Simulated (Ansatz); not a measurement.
# 1T-TiO2 bilayer (AA) in a perpendicular field, part 2 of 2

What dipole does a perpendicular field induce in the 1T-TiO2 bilayer (AA), and does the gap follow? A positive field points along +c.

Ansatz 0.2.0; plane-wave DFT, LDA, Ansatz PAW.

So far, gap along the path (eV): step 3 (atoms held, field 0, start network) 2.70; step 5 (field -0.1 V/Å) 2.61; step 6 (field 0.2 V/Å) 2.48; step 7 (field -0.2 V/Å) 2.48; step 8 (field 0.35 V/Å) 2.27.

## (9) Response, atoms held (continued)

Electrons, planar mean, per unit field. Table of induced electron density by z:

z (Å), induced electron density (e/Å³ per V/Å) and a bar from the least value:
```
      4.5    0.00000 ###############
      5.0    0.00000 ###############
      5.5    0.00001 ###############
      6.0    0.00002 ################
      6.5    0.00009 ################
      7.0    0.00033 #################
      7.5    0.00111 ####################
      8.0    0.00283 ###########################
      8.5    0.00370 ##############################
      9.0    0.00132 #####################
      9.5    0.00054 ##################
     10.0    0.00000 ###############
     10.5   -0.00092 ############
     11.0   -0.00139 ##########
     11.5   -0.00349 ##
     12.0   -0.00124 ###########
     12.5    0.00184 #######################
     13.0    0.00344 #############################
     13.5    0.00129 #####################
     14.0    0.00055 ##################
     14.5   -0.00004 ###############
     15.0   -0.00094 ############
     15.5   -0.00146 ##########
     16.0   -0.00393 
     16.5   -0.00243 ######
     17.0   -0.00089 ############
     17.5   -0.00026 ##############
     18.0   -0.00007 ###############
     18.5   -0.00002 ###############
     19.0    0.00000 ###############
     19.5    0.00000 ###############
     20.0    0.00000 ###############
```

The smaller of the gaps on the path and on the k-mesh, counted as 0 under 0.03 eV. Gap against applied field:

| applied field (V/Å) | gap (eV) |
| --- | --- |
| -0.200 | 2.48 |
| -0.100 | 2.61 |
| 0.000 | 2.70 |
| 0.100 | 2.61 |
| 0.200 | 2.48 |
| 0.350 | 2.27 |

By hand: between -0.1 and 0.1 V/Å the dipole changes by 0.04940 e·Å, a slope of 0.2470 e·Å²/V. A perfect conductor of thickness t has p = ε₀AEt, so t = 180.95 × 0.2470 / 7.459 = 5.99 Å (e/ε₀ = 180.95 V·Å, A in Å²).

The induced dipole is that of a conductor 5.99 Å thick.

## (10) A changed input: scf.n_extra_bands = 8

This step: plane-wave DFT, LDA, Ansatz PAW (Ansatz 0.2.0).

A run with a changed input: it repeats the earlier run at 0.1 V/Å with scf.n_extra_bands to 8.

Contents of input.yaml:

```yaml
crystal:
  lattice:
    - [2.9348413687, 0.0, 0.0]
    - [-1.4674206844, 2.5416471814, 0.0]
    - [0.0, 0.0, 24.4008506911]
  atoms:
    - { symbol: O, position: [0.6666666667, 0.3333333333, 0.3688395996] }
    - { symbol: Ti, position: [0.0, 0.0, 0.4078037368] }
    - { symbol: O, position: [0.3333333333, 0.6666666667, 0.4468216628] }
    - { symbol: O, position: [0.6666666667, 0.3333333333, 0.5531783372] }
    - { symbol: Ti, position: [0.0, 0.0, 0.5921962632] }
    - { symbol: O, position: [0.3333333333, 0.6666666667, 0.6311604004] }
kpoints:
  mp_grid: { grid: [18, 18, 1] }
  band_path:
    path: [[0, 0, 0], [0.5, 0, 0], [0.33333333, 0.33333333, 0], [0, 0, 0]]
    npoints: 16
hamiltonian:
  xc: lda
scf:
  occupations: { method: fermi_dirac, width: 0.02585 }
  convergence: { dr2_threshold: 1.0e-10 }
  n_extra_bands: 8
efield:
  axis: 3
  dipole_correction: true
  ramp_position: 0.9328
  ramp_width: 0.1344
  amplitude: 0.1
output:
  write_potential: true
  write_density: true
  volumetric_format: npy
```

Launch:

```sh
$ ansatz run input.yaml --threads 2 --pin off --max-ram 3072MiB --backend cpu --events-out ev --progress --plain --runs-dir out
```

It took 30 s on 2 threads of Arm Neoverse V1, shared host; peak memory 0.5 GiB.

This step gave:

- gap on the k-mesh: 2.615 eV
- dipole along the normal: 0.02470 e·Å
- gap along the path: 2.613 eV
- smallest direct gap along the path: 2.807 eV
- gap, the smaller of path and mesh: 2.613 eV

The electronic bands at the labelled points (eV, zero at the Fermi level of the run, which the smearing sets inside the gap):

| point | band 21 | band 22 | band 23 | band 24 | band 25 | band 26 | band 27 | band 28 |
| --- | --- | --- | --- | --- | --- | --- | --- | --- |
| Γ | -1.68 | -1.68 | -1.53 | -1.53 | 1.28 | 1.28 | 1.43 | 1.43 |
| halfway | -2.56 | -2.40 | -1.61 | -1.38 | 1.69 | 1.85 | 2.22 | 2.37 |
| M | -2.73 | -2.56 | -2.36 | -1.92 | 1.54 | 1.69 | 2.43 | 2.53 |
| halfway | -3.12 | -2.91 | -2.35 | -2.10 | 1.61 | 1.77 | 2.51 | 2.59 |
| K | -2.87 | -2.85 | -2.67 | -2.42 | 1.49 | 1.67 | 2.68 | 2.68 |
| halfway | -3.09 | -2.94 | -1.55 | -1.39 | 2.04 | 2.17 | 2.19 | 2.34 |
| Γ | -1.68 | -1.68 | -1.53 | -1.53 | 1.28 | 1.28 | 1.43 | 1.43 |

| quantity | this run | earlier run | difference |
| --- | --- | --- | --- |
| dipole along the normal (e·Å) | 0.02470 | 0.02470 | -1.5e-6 |
| gap along the path (eV) | 2.613 | 2.613 | 4.0e-6 |
| smallest direct gap along the path (eV) | 2.807 | 2.807 | 4.0e-6 |
| gap on the k-mesh (eV) | 2.615 | 2.615 | 3.3e-6 |

Nothing in the table moves by 0.01 in its unit (for the dipole 0.5 % and 5e-5 e·Å).

## (11) The same run with other settings

An input spoilt on purpose, to show how the run answers: it repeats the earlier run at 0.1 V/Å with kpoints.mp_grid.grid from [18, 18, 1] to [0, 18, 1], and scf.max_iter set to 75.

input.yaml, as its differences from that of step 10:

```diff
@@ -13,3 +13,3 @@
 kpoints:
-  mp_grid: { grid: [18, 18, 1] }
+  mp_grid: { grid: [0, 18, 1] }
   band_path:
@@ -22,3 +22,3 @@
   convergence: { dr2_threshold: 1.0e-10 }
-  n_extra_bands: 8
+  max_iter: 75
 efield:
```

The job ended after 0.09 s (2 threads; peak memory 0.08 GiB).

The input was rejected at the start.

The program's message: “Error: invalid value for `kpoints.mp_grid.grid`: each dimension must be in 1..=255”

The fault put into the input: a zero in the mesh.

## (12) What came out

| Property | Result |
| --- | --- |
| gap without field | 2.70 eV |
| ionisation energy, upper face | 8.53 eV |
| electron affinity, upper face | 5.83 eV |
| equivalent conductor thickness, atoms held | 5.99 Å |

What this shows: The induced dipole equals that of a perfect conductor 5.99 Å thick, while the outer atoms lie 6.40 Å apart; an out-of-plane ε follows only once a thickness t is chosen, by 1 − 1/ε = 5.99 Å / t. The gap goes from 2.70 eV to 2.27 eV at 0.35 V/Å. In a field the lowest empty level of a wide-gap layer can be a state in the vacuum, whose place depends on the cell. With the field reversed it is 2.48 eV at -0.2 V/Å. Semilocal functionals give gaps that are too small, and excitons are not included.

[Long decimals in the printed logs are rounded to 6 places.]

[Logs are printed without paths, hosts, clocks, repeated set-up lines and the standing remarks that a program may print on its own settings, such as how far it seeks lower states.]

[Hosts, paths, dates, database ids (printed as entryN), source tags and the programs' standing remarks are cut or masked in the printed files.]

[Maps of the electrostatic potential energy from Ansatz leave out the sawtooth potential of an applied field or a dipole correction, so their vacuum need not be flat; planar profiles and work functions include it.]
